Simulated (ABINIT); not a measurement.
**A GW chain in ABINIT: MgO (Fm-3m)**

How does a plane-wave GW calculation on MgO (Fm-3m) run from the first input to the gap?

Program: ABINIT 10.8.3. Level of theory: PBE and many-body steps on it, plane waves. Values are calculated unless marked as measured.

**Experimental background.**

- Gap 7.83 eV: direct gap at Gamma, low temperature; bulk crystal (literature value) (quoted in “The Band-Gap Studies of Short-Period CdO/MgO Superlattices”, 2021, pmc:8035356).

- Gap 7.83 eV: literature experimental gap; bulk crystal (quoted in “Electronic structure of alkaline earth and post-transition metal oxides”, 2009, arxiv:0908.1581).

## Step 1: Starting point

It takes space group Fm-3m (No. 225, cubic). The conventional cell has a = 4.194 Å, b = 4.194 Å, c = 4.194 Å, α = 90.00°, β = 90.00°, γ = 90.00°. Mg has 6 O at 2.10 Å nearest. Nearest to O lie 6 Mg at 2.10 Å. Farther neighbours, and contacts between anions beyond the nearest, are not listed.

The cell and positions are those that the Materials Project relaxed with its own functionals (PBE, PBE+U or r2SCAN), kept fixed.

## Step 2: Ground state

This step: ABINIT 10.8.3; DFT, PBE, plane waves, norm-conserving pseudopotentials.

The ground-state density comes first.

Input file run.abi:

```
acell 3*1.0 Angstrom
rprim 
  -0.000000000000 2.097001392700 2.097001392700
  2.097001392700 -0.000000000000 2.097001392700
  2.097001392700 2.097001392700 -0.000000000000
ntypat 2
znucl 12 8
natom 2
typat 1 2
xred 
  0.000000000000 0.000000000000 0.000000000000
  0.500000000000 0.500000000000 0.500000000000
pp_dirpath "pseudos"
pseudos "Mg.upf, O.upf"
ecut 38
ngkpt 8 8 8
nshiftk 1
shiftk 0 0 0
kptopt 1
chksymbreak 0
nband 13
occopt 1
tolvrs 1e-10
nstep 60
prtwf 0
optforces 0
optstress 0
indata_prefix "in"
outdata_prefix "out"
tmpdata_prefix "tmp"
```

The run is started by

```
$ OMP_NUM_THREADS=1 mpirun -n 8 abinit run.abi > log
```

The program printed:

```text
.Version 10.8.3 of ABINIT. v10.8.2 released Aug 2026.

 Symmetries : space group Fm -3 m (#225); Bravais cF (face-center cubic)
================================================================================
 Values of the parameters that define the memory need of the present run
     intxc =       0    ionmov =       0      iscf =       7    lmnmax =       5
     lnmax =       5     mgfft =      32  mpssoang =       3    mqgrid =    3001
     natom =       2  nloc_mem =       1    nspden =       1   nspinor =       1
    nsppol =       1      nsym =      48    n1xccc =    2501    ntypat =       2
    occopt =       1   xclevel =       2
-    mband =          13        mffmem =           1         mkmem =           4
       mpw =        1410          nfft =       32768          nkpt =          29
================================================================================
  Rough estimation (10% accuracy) of disk space for files :
================================================================================

--------------------------------------------------------------------------------
------------- Echo of variables that govern the present computation ------------
--------------------------------------------------------------------------------
 -outvars: echo values of preprocessed input variables --------
            acell      1.8897261259E+00  1.8897261259E+00  1.8897261259E+00 Bohr

      chksymbreak           0
             ecut      3.80000000E+01 Hartree
-          fftalg         312

              ixc     -101130
              kpt      0.00000000E+00  0.00000000E+00  0.00000000E+00
                       1.25000000E-01  0.00000000E+00  0.00000000E+00
                       2.50000000E-01  0.00000000E+00  0.00000000E+00
                       3.75000000E-01  0.00000000E+00  0.00000000E+00
                       5.00000000E-01  0.00000000E+00  0.00000000E+00
                       1.25000000E-01  1.25000000E-01  0.00000000E+00
                       2.50000000E-01  1.25000000E-01  0.00000000E+00
                       3.75000000E-01  1.25000000E-01  0.00000000E+00
                       5.00000000E-01  1.25000000E-01  0.00000000E+00
   [... 18 further rows ...]
                      -3.75000000E-01  5.00000000E-01  1.25000000E-01
                      -2.50000000E-01  5.00000000E-01  2.50000000E-01
         kptrlatt        8    0    0      0    8    0      0    0    8
          kptrlen      4.48334925E+01
P           mkmem           4
            natom           2
            nband          13
            ngfft          32      32      32
             nkpt          29
            nstep          60
             nsym          48
           ntypat           2
              occ      2.000000  2.000000  2.000000  2.000000  2.000000  2.000000
                       2.000000  2.000000  0.000000  0.000000  0.000000  0.000000
                       0.000000
        optforces           0
        optstress           0
            prtwf           0
            rprim     -0.0000000000E+00  2.0970013927E+00  2.0970013927E+00
[...]
spgroup         225

           tolvrs      1.00000000E-10

             xred      0.0000000000E+00  0.0000000000E+00  0.0000000000E+00
[...]
znucl       12.00000    8.00000

================================================================================

 chkinp: Checking input parameters for consistency.

================================================================================
== DATASET  1 ==================================================================
-   mpi_nproc: 8, omp_nthreads: 1 (-1 if OMP is not activated)

--- !DatasetInfo
iteration_state: {dtset: 1, }
dimensions: {natom: 2, nkpt: 29, mband: 13, nsppol: 1, nspinor: 1, nspden: 1, mpw: 1410, }
cutoff_energies: {ecut:  38.0, pawecutdg:  -1.0, }
electrons: {nelect:   1.60000000E+01, charge:   0.00000000E+00, occopt:   1.00000000E+00, tsmear:   1.00000000E-02, }

 Real(R)+Recip(G) space primitive vectors, cartesian coordinates (Bohr,Bohr^-1):
 R(1)=  0.0000000  3.9627583  3.9627583  G(1)= -0.1261747  0.1261747  0.1261747
 R(2)=  3.9627583  0.0000000  3.9627583  G(2)=  0.1261747 -0.1261747  0.1261747
 R(3)=  3.9627583  3.9627583  0.0000000  G(3)=  0.1261747  0.1261747 -0.1261747
 Unit cell volume ucvol=  1.2445798E+02 bohr^3
 Angles (23,13,12)=  6.00000000E+01  6.00000000E+01  6.00000000E+01 degrees

 getcut: wavevector=  0.0000  0.0000  0.0000  ngfft=  32  32  32
         ecut(hartree)=     38.000   => boxcut(ratio)=   2.05769

--- Pseudopotential description ------------------------------------------------
- Mg Generated using ONCVPSP code by D. R. Hamann
- 12.00000  10.00000  171031                  znucl, zion, pspdat
12 -101130 1 -1 1510                          pspcod,pspxc,lmax,lloc,mmax
     nproj     2     2     0
  pspatm : epsatm=    9.22893308
         --- l  ekb(1:nproj) -->
[...]
pspatm: atomic psp has been read  and splines computed

- O Generated using ONCVPSP code by D. R. Hamann
-  8.00000   6.00000  171031                  znucl, zion, pspdat
12 -101130 2 -1 936                           pspcod,pspxc,lmax,lloc,mmax
     nproj     2     2     1
  pspatm : epsatm=    6.19545534
         --- l  ekb(1:nproj) -->
[...]
1   -4.717130   -1.149271
             2   -1.331955
 pspatm: atomic psp has been read  and splines computed

   2.46790215E+02                                ecore*ucvol(ha*bohr**3)
--------------------------------------------------------------------------------

_setup2: Arith. and geom. avg. npw (full set) are    1393.920    1393.901

================================================================================

--- !BeginCycle
iteration_state: {dtset: 1, }
solver: {iscf: 7, nstep: 60, nline: 4, wfoptalg: 0, }
tolerances: {tolvrs: 1.00E-10, }

     iter   Etot(hartree)      deltaE(h)  residm     vres2
 ETOT  1  -75.935065    -7.594E+01 9.238E-02 3.759E+02
 ETOT  2  -75.948061    -1.300E-02 1.782E-03 3.414E+02
 ETOT  3  -76.049589    -1.015E-01 3.706E-03 3.355E+00
 ETOT  4  -76.050444    -8.548E-04 6.433E-04 6.727E-03
 ETOT  5  -76.050444    -4.996E-07 3.028E-04 2.929E-04
 ETOT  6  -76.050444    -8.324E-08 1.825E-04 1.734E-05
 ETOT  7  -76.050444    -3.254E-09 9.311E-05 2.500E-07
 ETOT  8  -76.050444    -1.778E-11 6.468E-05 1.722E-08
 ETOT  9  -76.050444    -5.485E-12 3.138E-05 4.688E-11

 At SCF step    9       vres2   =  4.69E-11 < tolvrs=  1.00E-10 =>converged.

--- !ResultsGS
iteration_state: {dtset: 1, }
comment   : Summary of ground state results
lattice_vectors:
- [ -0.0000000,   3.9627583,   3.9627583, ]
- [  3.9627583,  -0.0000000,   3.9627583, ]
- [  3.9627583,   3.9627583,  -0.0000000, ]
lattice_lengths: [   5.60419,    5.60419,    5.60419, ]
lattice_angles: [ 60.000,  60.000,  60.000, ] # degrees, (23, 13, 12)
lattice_volume:   1.2445798E+02
convergence: {deltae: -5.485E-12, res2:  4.688E-11, residm:  3.138E-05, diffor:  0.000E+00, }
etotal    :  -7.60504444E+01
entropy   :   0.00000000E+00
fermie    :   1.77897150E-01
cartesian_stress_tensor: null
pressure_GPa: null
xred      :
- [  0.0000E+00,   0.0000E+00,   0.0000E+00, Mg]
- [  5.0000E-01,   5.0000E-01,   5.0000E-01,  O]
cartesian_forces: null
force_length_stats: {min: null, max: null, mean: null, }

 Integrated electronic density in atomic spheres:
 ------------------------------------------------
 Atom  Sphere_radius  Integrated_density
    1        2.00000          8.40527242
    2        2.00000          6.31969377
================================================================================

 ----iterations are completed or convergence reached----

 Mean square residual over all n,k,spin=   88.198E-09; max=  31.375E-06
 reduced coordinates (array xred) for    2 atoms
       0.000000      0.000000      0.000000
       0.500000      0.500000      0.500000
 rms dE/dt=  0.0000E+00; max dE/dt=  0.0000E+00; dE/dt below (all hartree)
    1       0.000000      0.000000      0.000000
    2       0.000000      0.000000      0.000000

 cartesian coordinates (angstrom) at end:
    1      0.000000     0.000000     0.000000
    2      2.097001     2.097001     2.097001
 length scales=  1.889726  1.889726  1.889726 bohr
              =  1.000000  1.000000  1.000000 angstroms
 prteigrs : about to open file out_EIG
 Fermi (or HOMO) energy (hartree) =   0.17790   Average Vxc (hartree)=  -0.42142
 Eigenvalues (hartree) for nkpt=  29  k points:
 kpt#   1, nband= 13, wtk=  0.00195, kpt=  0.0000  0.0000  0.0000 (reduced coord)
  -2.47971   -1.25783   -1.25783   -1.25783   -0.45613    0.17790    0.17790    0.17790
   0.35778    0.76721    0.76721    0.76721    0.90692
 prteigrs : prtvol=0 or 1, do not print more k-points.

--- !EnergyTerms
iteration_state     : {dtset: 1, }
comment             : Components of total free energy in Hartree
kinetic             :  4.534747E+01
hartree             :  2.065414E+01
xc                  : -1.225478E+01
Ewald energy        : -4.758738E+01
psp_core            :  1.982920E+00
local_psp           : -6.347685E+01
non_local_psp       : -2.071596E+01
total_energy        : -7.605044E+01
total_energy_eV     : -2.069438E+03
band_energy         : -1.270127E+01

== END DATASET(S) ==============================================================
================================================================================

 -outvars: echo values of variables after computation  --------
           etotal     -7.6050444435E+01
            nband          13
             nkpt          29
          spgroup         225
 [... the other variables as echoed above ...]

 Calculation completed.
```

Elapsed: 2.9 s, on 8 MPI ranks of Arm Neoverse V2, shared host; peak memory 0.07 GiB; 22 s of CPU time.

Read from the output:

- total energy: -2069.4380 eV
- gap: 4.895 eV
- k of the valence top: 0, 0, 0
- k of the conduction bottom: 0, 0, 0
- least direct gap: 4.895 eV

The gap is direct, at Γ.

[end of part 1 of 3]

[Long decimals in the printed logs are rounded to 6 places.]

[Logs are printed without paths, hosts, clocks, repeated set-up lines and the standing remarks that a program may print on its own settings, such as how far it seeks lower states.]

[Paths, hosts, dates, memory and timing lines, banners, echoed tables and standing remarks are left out of the program output; an Ansatz launch command may be rebuilt from the run's recorded settings. Measured values are a selection of at most five: reports struck by readers or far from the other reports are left out. None is set beside runs whose start may be inverted or whose files or cutoffs have a known fault.]

[Runs of the session that timed out or met a known fault of the program may be left out.]

[Hosts, paths, dates, database ids (printed as entryN), source tags and the programs' standing remarks are cut or masked in the printed files.]

[G0W0 gaps are taken among the corrected bands and points alone; a level outside them can change the order at an edge.]

[Where Ansatz stands beside ABINIT at settings called matched, ABINIT's density can come from a denser mesh and the files from another edition; pairs whose starting gaps differed by over 0.03 eV were left out, so agreement reads better than it is.]
